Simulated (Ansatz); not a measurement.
**Stack of Cl-SiC-Cl chair under W2CO2 MXene , upper layer turned by 180° in a perpendicular field**

What dipole does a perpendicular field induce in the stack of Cl-SiC-Cl chair under W2CO2 MXene , upper layer turned by 180°? A positive field points along +c.

Main program and level: Ansatz 0.2.0; plane-wave DFT, PBE-D3(BJ), Ansatz PAW, in the first sound run; inputs show where later runs differ.

### Step 1. Set-up

The cell holds 9 atoms: 2 Cl, 2 C, 1 Si, 2 O and 2 W. Cell: a = 3.105 Å, b = 3.105 Å, c = 55.418 Å, α = 90.0°, β = 90.0°, γ = 120.0°. Regions: layer 1: Cl-SiC-Cl chair, 4 atoms (2 Cl, 1 C and 1 Si); layer 2: W2CO2 MXene, 5 atoms (2 O, 2 W and 1 C). Vacuum lies along c.

### Step 2. Relaxation

The starting cell is a guess, so the in-plane lattice and the atoms are relaxed first, with the slab cut off from its images along the normal.

Contents of input.yaml:

```yaml
crystal:
  lattice:
    - [3.105454, 0.0, 0.0]
    - [-1.552727, 2.6894020543, 0.0]
    - [0.0, 0.0, 55.4177249137]
  atoms:
    - { symbol: Cl, position: [0.6666666667, 0.3333333333, 0.389766993] }
    - { symbol: C, position: [0.6666666667, 0.3333333333, 0.4218866804] }
    - { symbol: Si, position: [0.3333333333, 0.6666666667, 0.4331345859] }
    - { symbol: Cl, position: [0.3333333333, 0.6666666667, 0.4715699422] }
    - { symbol: O, position: [0.0, 0.0, 0.5257042467] }
    - { symbol: W, position: [0.6666666667, 0.3333333333, 0.5457157695] }
    - { symbol: C, position: [0.3333333333, 0.6666666667, 0.5679686269] }
    - { symbol: W, position: [0.0, 0.0, 0.5902214843] }
    - { symbol: O, position: [0.6666666667, 0.3333333333, 0.610233007] }
  periodic: [true, true, false]
kpoints:
  mp_grid: { grid: [12, 12, 1] }
hamiltonian:
  xc: pbe
  dispersion: d3bj
scf:
  occupations: { method: fermi_dirac, width: 0.05 }
  convergence: { dr2_threshold: 1.0e-09 }
relax:
  f_tol: 0.004
  max_steps: 90
  cell: {}
output:
  write_potential: true
  write_density: true
  volumetric_format: npy
```

On the command line:

```bash
ansatz run input.yaml --threads 4 --pin off --max-ram 6144MiB --backend cpu --events-out ev --progress --plain --runs-dir out
```

Output:

```text
Warning: relax.cell: scf.convergence.dr2_threshold = 1e-9 eV is looser than the 1.82323789454e-10 eV advised for a relaxation that steers and ends on the stress (1e-10 eV for each atom of the cell: 9, times the square of relax.cell.stress_2d_tol = 0.05 N/m over 22.2 Å (the atoms' height at the walk's start and 5 Å past either face), 2.250e-2 GPa, over a crystal's default 0.05). What an SCF threshold leaves in a stress goes as its square root, and in the free energy as the threshold itself, and one threshold admits the most on a small cell: [figures from the program's tests cut] Set scf.convergence.dr2_threshold to 1.82323789454e-10 eV or tighter. [rest of the remark cut]
Engine: ansatz 0.2.0, aarch64-unknown-linux-gnu
Pseudopotentials: kind: paw
Pseudopotential: Cl, paw, valence charge 7, recommended cutoff 420 eV (normal), Cl.paw.azcp
Pseudopotential: C, paw, valence charge 4, recommended cutoff 420 eV (normal), C.paw.azcp
Pseudopotential: Si, paw, valence charge 4, recommended cutoff 420 eV (normal), Si.paw.azcp
Pseudopotential: O, paw, valence charge 6, recommended cutoff 420 eV (normal), O.paw.azcp
Pseudopotential: W, paw, valence charge 14, recommended cutoff 420 eV (normal), W.paw.azcp
Functional definition: PBE
  parameter kappa = 0.804
  parameter beta = 0.066725
  exchange = pbe_x(kappa = kappa, mu = beta*pi^2/3)
  correlation = pbe_c(beta = beta)
Crystal: 9 atoms, lattice volume = 462.839 Å³
Basis set: ecut = 420 eV, 8981 PW (Γ), exchange–correlation on 48×48×750 points (8 copies of the dense FFT grid, shifted against one another)
Bands: 42, of which v1, the nominal top of the filled ones, is band 33 counted from 1 (32 counted from 0)
Symmetry: 6 space group operations
Space group: P3m1 (ITA 156), of the structure as read, at distance tolerance 7.7e-5 Å
k-points: 19 of 144 (time reversal used)
Non-local potential: Cl, projectors of the file, l = 0: 2, l = 1: 2, l = 2: 2
Non-local potential: C, projectors of the file, l = 0: 2, l = 1: 2, l = 2: 1
Non-local potential: Si, projectors of the file, l = 0: 2, l = 1: 2, l = 2: 2
Non-local potential: O, projectors of the file, l = 0: 2, l = 1: 2, l = 2: 1
Non-local potential: W, projectors of the file, l = 0: 3, l = 1: 2, l = 2: 2, l = 3: 1
PAW form: soft (Blöchl's): semilocal exchange-correlation on the pseudo side does not see the compensation charge
PAW one-centre angular grid: Cl, 110 points (default); XC on 64 Gauss nodes
PAW one-centre angular grid: C, 110 points (default); XC on 64 Gauss nodes
PAW one-centre angular grid: Si, 110 points (default); XC on 64 Gauss nodes
PAW one-centre angular grid: O, 110 points (default); XC on 64 Gauss nodes
PAW one-centre angular grid: W, 590 points (default); XC on 64 Gauss nodes
Initial density: superposition of atomic densities (neutral atoms: chi_scale 0, normalization atom), corrected by the library's trained network
Initial wavefunctions: pseudopotential atomic-orbital guess
Functional: x = pbe(κ = 0.804, μ = 0.219515), c = pbe(β = 0.066725)
SCF iter   1: F=—  HF=-25202.961414 eV  |F-HF|=—  |Δ(HF+E_count)|=         —  Δρ=3.88e-3  dr2=2.15e-1  ethr=1.77e-3  ⟨swp⟩=16.3  Hψ=6324  notcnv=0  defer=6
preconditioner: auto → LDOS  [metal: Δε(μ)=0.017 eV  Ē_g=10.020 eV  σ=0.050 eV  W_gap=0.08  n_scr=34 (ndim 8)  ℏωp=12.2 eV  f_vac=0.723  D(μ)=3.71/eV (n_scr^D=20)  β→1.0]
SCF iter   2: F=—  HF=-25208.718498 eV  |F-HF|=—  |Δ(HF+E_count)|=    5.76e0  Δρ=5.33e-2  dr2=7.03e2  ethr=3.25e-4  ⟨swp⟩=8.1  Hψ=2641  notcnv=0  defer=28  recentre
SCF iter   3: F=—  HF=-25202.954013 eV  |F-HF|=—  |Δ(HF+E_count)|=    5.76e0  Δρ=3.11e-3  dr2=1.55e-1  ethr=3.25e-4  ⟨swp⟩=5.5  Hψ=2097  notcnv=0  defer=22
SCF iter   4: F=—  HF=-25202.946921 eV  |F-HF|=—  |Δ(HF+E_count)|=   7.09e-3  Δρ=2.44e-3  dr2=1.13e-1  ethr=2.35e-4  ⟨swp⟩=2.5  Hψ=1113  notcnv=0  defer=21
SCF iter   5: F=—  HF=-25202.939492 eV  |F-HF|=—  |Δ(HF+E_count)|=   7.43e-3  Δρ=9.63e-4  dr2=6.06e-2  ethr=1.72e-4  ⟨swp⟩=3.1  Hψ=1278  notcnv=0  defer=23
SCF iter   6: F=—  HF=-25202.939464 eV  |F-HF|=—  |Δ(HF+E_count)|=   2.83e-5  Δρ=5.60e-4  dr2=4.81e-2  ethr=9.18e-5  ⟨swp⟩=2.9  Hψ=1154  notcnv=0  defer=23
SCF iter   7: F=—  HF=-25202.938243 eV  |F-HF|=—  |Δ(HF+E_count)|=   1.22e-3  Δρ=4.79e-4  dr2=4.12e-2  ethr=7.29e-5  ⟨swp⟩=1.8  Hψ=963  notcnv=0  defer=23
SCF iter   8: F=—  HF=-25202.937090 eV  |F-HF|=—  |Δ(HF+E_count)|=   1.15e-3  Δρ=4.05e-4  dr2=3.57e-2  ethr=6.25e-5  ⟨swp⟩=2.0  Hψ=931  notcnv=0  defer=23
SCF iter   9: F=—  HF=-25202.935939 eV  |F-HF|=—  |Δ(HF+E_count)|=   1.15e-3  Δρ=3.63e-4  dr2=3.10e-2  ethr=5.40e-5  ⟨swp⟩=1.6  Hψ=979  notcnv=0  defer=27
SCF iter  10: F=—  HF=-25202.934306 eV  |F-HF|=—  |Δ(HF+E_count)|=   1.63e-3  Δρ=3.38e-4  dr2=2.23e-2  ethr=4.69e-5  ⟨swp⟩=1.8  Hψ=863  notcnv=0  defer=25
SCF iter  11: F=—  HF=-25202.931177 eV  |F-HF|=—  |Δ(HF+E_count)|=   3.13e-3  Δρ=4.26e-4  dr2=8.68e-3  ethr=3.38e-5  ⟨swp⟩=2.6  Hψ=1015  notcnv=0  defer=25
SCF iter  12: F=—  HF=-25202.928822 eV  |F-HF|=—  |Δ(HF+E_count)|=   2.35e-3  Δρ=6.46e-4  dr2=1.91e-3  ethr=1.31e-5  ⟨swp⟩=2.6  Hψ=1466  notcnv=0  defer=27
SCF iter  13: F=—  HF=-25202.928695 eV  |F-HF|=—  |Δ(HF+E_count)|=   1.27e-4  Δρ=2.69e-4  dr2=5.33e-4  ethr=2.90e-6  ⟨swp⟩=2.9  Hψ=1356  notcnv=0  defer=27
SCF iter  14: F=—  HF=-25202.928810 eV  |F-HF|=—  |Δ(HF+E_count)|=   1.15e-4  Δρ=1.47e-4  dr2=1.19e-3  ethr=8.08e-7  ⟨swp⟩=3.3  Hψ=1550  notcnv=0  defer=27
SCF iter  15: F=—  HF=-25202.928755 eV  |F-HF|=—  |Δ(HF+E_count)|=   5.52e-5  Δρ=8.47e-5  dr2=2.76e-4  ethr=8.08e-7  ⟨swp⟩=2.1  Hψ=966  notcnv=0  defer=27
SCF iter  16: F=—  HF=-25202.928760 eV  |F-HF|=—  |Δ(HF+E_count)|=   4.62e-6  Δρ=4.15e-5  dr2=2.16e-4  ethr=4.18e-7  ⟨swp⟩=2.5  Hψ=1130  notcnv=0  defer=27
SCF iter  17: F=—  HF=-25202.928762 eV  |F-HF|=—  |Δ(HF+E_count)|=   2.80e-6  Δρ=1.93e-5  dr2=6.48e-5  ethr=3.27e-7  ⟨swp⟩=2.4  Hψ=994  notcnv=0  defer=27
SCF iter  18: F=—  HF=-25202.928709 eV  |F-HF|=—  |Δ(HF+E_count)|=   5.31e-5  Δρ=1.51e-5  dr2=4.89e-5  ethr=9.82e-8  ⟨swp⟩=2.7  Hψ=1092  notcnv=0  defer=27
SCF iter  19: F=—  HF=-25202.928712 eV  |F-HF|=—  |Δ(HF+E_count)|=   2.21e-6  Δρ=9.37e-6  dr2=1.84e-5  ethr=7.41e-8  ⟨swp⟩=1.3  Hψ=830  notcnv=0  defer=26
SCF iter  20: F=—  HF=-25202.928707 eV  |F-HF|=—  |Δ(HF+E_count)|=   4.33e-6  Δρ=3.03e-6  dr2=1.56e-6  ethr=2.79e-8  ⟨swp⟩=1.5  Hψ=823  notcnv=0  defer=26
SCF iter  21: F=—  HF=-25202.928662 eV  |F-HF|=—  |Δ(HF+E_count)|=   4.54e-5  Δρ=2.36e-6  dr2=5.40e-8  ethr=2.36e-9  ⟨swp⟩=2.8  Hψ=1357  notcnv=0  defer=26
[...]
relax step   6: F+E_penalty+E_count = -25203.53336069 eV  Δ(F+E_penalty+E_count) = +4.860e-4 eV  max|allowed force component| = 1.801e-1 eV/Å  Δτ_max = 0.0142 Å  P = +0.076 N/m  Ω = 474.997 Å³  energy of the carried Pulay correction = -6.403e-3 eV  fix = [c, alpha, beta]  (8 SCF iters, rejected (line search))
relax step   7: F+E_penalty+E_count = -25203.53410812 eV  Δ(F+E_penalty+E_count) = -2.614e-4 eV  max|allowed force component| = 1.515e-2 eV/Å  Δτ_max = 0.0068 Å  P = +0.021 N/m  Ω = 474.923 Å³  energy of the carried Pulay correction = -6.365e-3 eV  fix = [c, alpha, beta]  reactions: c +0.000 N/m  (8 SCF iters, accepted)
relax step   8: F+E_penalty+E_count = -25203.53408917 eV  Δ(F+E_penalty+E_count) = +1.896e-5 eV  max|allowed force component| = 1.128e-2 eV/Å  Δτ_max = 0.0031 Å  P = +0.009 N/m  Ω = 474.967 Å³  energy of the carried Pulay correction = -6.388e-3 eV  fix = [c, alpha, beta]  reactions: c +0.000 N/m  (7 SCF iters, accepted)
relax step   9: F+E_penalty+E_count = -25203.53409513 eV  Δ(F+E_penalty+E_count) = -5.968e-6 eV  max|allowed force component| = 3.641e-3 eV/Å  Δτ_max = 0.0006 Å  P = +0.003 N/m  Ω = 474.968 Å³  energy of the carried Pulay correction = -6.388e-3 eV  fix = [c, alpha, beta]  reactions: c +0.000 N/m  (5 SCF iters, accepted)
relax step  10: F+E_penalty+E_count = -25203.54157843 eV  Δ(F+E_penalty+E_count) = -7.483e-3 eV  max|allowed force component| = 3.632e-3 eV/Å  Δτ_max = 0.0000 Å  P = +0.167 N/m  Ω = 474.968 Å³  fix = [c, alpha, beta]  reactions: c +0.000 N/m  stress off target by 1.67e-1 N/m on what of the cell is left free  SCF on the basis re-selected at this cell (its energy is not comparable with the rows above)  (6 SCF iters)
relax step  11: F+E_penalty+E_count = -25203.54149427 eV  Δ(F+E_penalty+E_count) = +8.417e-5 eV  max|allowed force component| = 2.716e-3 eV/Å  Δτ_max = 0.0004 Å  P = +0.031 N/m  Ω = 475.173 Å³  energy of the carried Pulay correction = -1.073e-4 eV  fix = [c, alpha, beta]  reactions: c +0.000 N/m  (6 SCF iters, accepted)
iter 1 solved again at ethr=3.34e-7 eV; its pass at ethr=3.10e-3 eV (dr2=2.20e-4 eV) is discarded
SCF iter   1: F=—  HF=-25203.541811 eV  |F-HF|=—  |Δ(HF+E_count)|=         —  Δρ=2.27e-6  dr2=9.46e-9  ethr=3.34e-7  ⟨swp⟩=6.8  Hψ=10824  notcnv=0
eigensolver tolerance schedule: the retry pair's looser diagonalisation over-reported the residual by 23292.03 of it (diagonalisation noise at an unbounded share of the residual, at the tolerance the schedule requests for it); recorded, not acted on — ethr = c·dr2/N_el stays at c = 1.0e-1
SCF iter   2: F=—  HF=-25203.541614 eV  |F-HF|=—  |Δ(HF+E_count)|=   1.97e-4  Δρ=2.21e-6  dr2=2.26e-8  ethr=1.43e-11  ⟨swp⟩=8.5  Hψ=4435  notcnv=0
SCF iter   3: F=—  HF=-25203.541614 eV  |F-HF|=—  |Δ(HF+E_count)|=   4.57e-9  Δρ=9.90e-7  dr2=2.69e-9  ethr=1.43e-11  ⟨swp⟩=3.8  Hψ=1520  notcnv=0
SCF iter   4: F=—  HF=-25203.541614 eV  |F-HF|=—  |Δ(HF+E_count)|=  2.11e-10  Δρ=6.27e-7  dr2=1.39e-9  ethr=4.07e-12  ⟨swp⟩=3.2  Hψ=1535  notcnv=0
SCF iter   5: F=-25203.541614 eV  HF=-25203.541614 eV  |F-HF|=1.09e-10  |Δ(HF+E_count)|=  1.82e-11  Δρ=1.48e-7  dr2=1.02e-10  ethr=1.52e-12  ⟨swp⟩=20.5  Hψ=7920  notcnv=0
SCF 12 converged in 5 iterations: F = -25203.541614 eV  dr2 = 1.02e-10
relax step  12: F+E_penalty+E_count = -25203.54161378 eV  Δ(F+E_penalty+E_count) = -1.195e-4 eV  max|allowed force component| = 2.701e-3 eV/Å  Δτ_max = 0.0000 Å  P = +0.032 N/m  Ω = 475.173 Å³  fix = [c, alpha, beta]  reactions: c +0.000 N/m  stress off target by 3.20e-2 N/m on what of the cell is left free  SCF on the basis re-selected at this cell (its energy is not comparable with the rows above)  (5 SCF iters)
basis re-selected at this cell: Δ(F+E_penalty+E_count) = -1.195e-4 eV, ΔP = +0.001 N/m vs the last step (what re-selecting the basis moved, of the pressure what is left beyond the Pulay correction that the steps carried, after the strain that the cell walked since its last selection, with what the two solves' SCF thresholds leave and, on support functions, any second-order correction that the steps lacked; it is no m [...]
WARN: The output density's exchange-correlation potential varies sharply where the density is thin. Do not read a vacuum level from v_tot or v_xc, or from such a field of the output density. On a cell that repeats whose density bears no net charge and no dipole along the vacuum's axis use v_es (v_loc + v_h of the components); under efield.dipole_correction with no amplitude use v_es + v_field, which holds any externa [...]
SCF converged after 5 iterations
Free energy (F): -25203.541614 eV
Harris-Foulkes:  -25203.541614 eV  (|F-HF|=1.09e-10)
Internal energy: -25203.527189 eV  (E = F + TS)
E sigma→0 (E₀):  -25203.534401 eV
Entropy (-TS):   -0.014425 eV (-1.603 meV/atom)
Fermi energy:    -5.463539 eV
--- Per-component energies (eV) ---
  E_band       = -1506.447172
  E_kinetic    = 1798.369495
  E_local      = -444166.936587  (includes V_loc(G=0)·N_el)
  E_nonlocal   = 230.914439
  E_hartree    = 221019.012349
  E_xc         = -1048.736534
  E_vxc        = -1078.158469  (∫ρ·V_xc dr)
  E_paw        = -19468.988944  (= ΣΔE_a)
  E_vpaw       = -328.664604  (= ΣTr[D̂ρ^β])
  E_aug_tail   = 0.004921  (compensation charges beyond the density's cutoff)
  E_ewald      = 216434.994167
  E_disp       = -2.160495  (pairwise vdW)
  E_smearing   = -0.014425  (= −TS)
  E_closure    = -0.000000  (closes the sum)
  Σ components = -25203.541614   (vs F -25203.541614, Δ=0.00e0)
--- Forces (eV/Å), atoms counted from 1 ---
  atom   1  Cl     0.00000000     0.00000000    -0.00193357
  atom   2  C      0.00000000    -0.00000000     0.00030520
  atom   3  Si     0.00000000     0.00000000     0.00270066
  atom   4  Cl     0.00000000    -0.00000000    -0.00111505
  atom   5  O     -0.00000000     0.00000000     0.00182482
  atom   6  W      0.00000000    -0.00000000    -0.00178104
  atom   7  C     -0.00000000     0.00000000    -0.00069423
  atom   8  W     -0.00000000     0.00000000     0.00238670
  atom   9  O      0.00000000    -0.00000000    -0.00169823
  max |Σ_I F_I| component: 4.75e-6 eV/Å
--- 2D stress c σ (N/m, compression-positive) ---
        0.032044       0.000000      -0.000000
        0.000000       0.032044      -0.000000
       -0.000000      -0.000000       0.000000
  P = ½ c Tr σ = 0.0320 N/m
--- Band table (eV; the first three rows and the last of 19) ---
  k-point 0: bands = [... 29 lower, -6.6408, -6.6408, -6.0945, -5.5023, -5.5023, -4.6264, -4.6264, -3.9946, ... 5 higher]
  k-point 1: bands = [... 29 lower, -6.9794, -6.7084, -6.0244, -5.8506, -5.5739, -4.5222, -4.5205, -3.8559, ... 5 higher]
  k-point 2: bands = [... 29 lower, -6.8898, -6.7063, -6.6984, -5.7594, -5.6526, -4.3491, -4.1664, -3.4316, ... 5 higher]
  k-point 18: bands = [... 29 lower, -8.4479, -8.4028, -6.1394, -6.0763, -6.0750, -3.5852, -3.5689, -2.7897, ... 5 higher]
  the weakly bound empty levels are not read free of the cell's end (no_gap_told)
--- Relaxed structure (10 steps of the walk, 9 accepted, 2 SCFs on fresh bases) ---
  F+E_penalty+E_count = -25203.54161378 eV   max|allowed force component| = 2.701e-3 eV/Å   (the final SCF, on the basis selected at the relaxed cell)
  cell:  # Å, volume = 475.1729 Å³
    - [3.146561, 0.0, 0]
    - [-1.573281, 2.725002, 0]
    - [0, 0, 55.4177249137]
  atoms:
    - { symbol: Cl, position: [0.666667, 0.333333, 0.394167] }
    - { symbol: C, position: [0.666667, 0.333333, 0.427008] }
    - { symbol: Si, position: [0.333333, 0.666667, 0.437366] }
    - { symbol: Cl, position: [0.333333, 0.666667, 0.473998] }
    - { symbol: O, position: [-1.621931e-17, -1.850372e-17, 0.524845] }
    - { symbol: W, position: [0.666667, 0.333333, 0.545065] }
    - { symbol: C, position: [0.333333, 0.666667, 0.564726] }
    - { symbol: W, position: [-1.621931e-17, -1.850372e-17, 0.584432] }
    - { symbol: O, position: [0.666667, 0.333333, 0.604595] }
```

Elapsed: 4.6 min, on 4 threads of Arm Neoverse N1, shared host; peak memory 1.1 GiB.

In the SCF lines HF is the Harris–Foulkes energy and dr2 the Hartree energy of the density residual, in eV; the loop may stop once dr2 is under the threshold and the program's other checks hold. Hψ counts applications of the Hamiltonian.

Relaxation path:

| step | energy less that of the first step (eV) | largest force component (eV/Å) | volume (Å³) |
| --- | --- | --- | --- |
| 1 | 0.0000 | 2.4237 | 462.84 |
| 2 | -0.5142 | 0.9818 | 475.60 |
| 3 | -0.5836 | 0.5882 | 472.66 |
| 4 | -0.6044 | 0.1788 | 474.38 |
| 5 | -0.6052 | 0.0890 | 474.99 |
| 6 | -0.6047 | 0.1801 | 475.00 |
| 7 | -0.6054 | 0.0152 | 474.92 |
| 8 | -0.6054 | 0.0113 | 474.97 |
| 9 | -0.6054 | 0.0036 | 474.97 |
| 10* | -0.6129 | 0.0036 | 474.97 |
| 11 | -0.6128 | 0.0027 | 475.17 |
| 12* | -0.6130 | 0.0027 | 475.17 |

Relaxation steps marked * repeat the geometry before them on a plane-wave basis chosen anew for their cell, so energy and pressure can jump there. Relaxation step 6 was tried and not accepted.

Forces are held to the 6 operations that the program found; a distortion that breaks them can't arise in this run.

| cell as run | before | after | change |
| --- | --- | --- | --- |
| a (Å) | 3.105 | 3.147 | +1.3 % |
| b (Å) | 3.105 | 3.147 | +1.3 % |

The atoms that moved most (Å, along periodic axes as changes of fractional coordinates times the final cell, across vacuum about the mean position):

| atom | dx | dy | dz | length |
| --- | --- | --- | --- | --- |
| W8 | 0.000 | 0.000 | -0.321 | 0.321 |
| O9 | 0.000 | 0.000 | -0.312 | 0.312 |
| C2 | 0.000 | 0.000 | 0.284 | 0.284 |
| Cl1 | 0.000 | 0.000 | 0.244 | 0.244 |
| Si3 | 0.000 | 0.000 | 0.234 | 0.234 |
| C7 | 0.000 | 0.000 | -0.180 | 0.180 |
| Cl4 | 0.000 | 0.000 | 0.135 | 0.135 |
| O5 | 0.000 | 0.000 | -0.048 | 0.048 |

Read from the output:

```
energy at zero smearing : -25203.5344 eV
```

The lattice constant a goes from 3.105 to 3.147 Å.

[end of part 1 of 4]

[Long decimals in the printed logs are rounded to 6 places.]

[Logs are printed without paths, hosts, clocks, repeated set-up lines and the standing remarks that a program may print on its own settings, such as how far it seeks lower states.]

[Hosts, paths, dates, database ids (printed as entryN), source tags and the programs' standing remarks are cut or masked in the printed files.]

[Maps of the electrostatic potential energy from Ansatz leave out the sawtooth potential of an applied field or a dipole correction, so their vacuum need not be flat; planar profiles and work functions include it.]
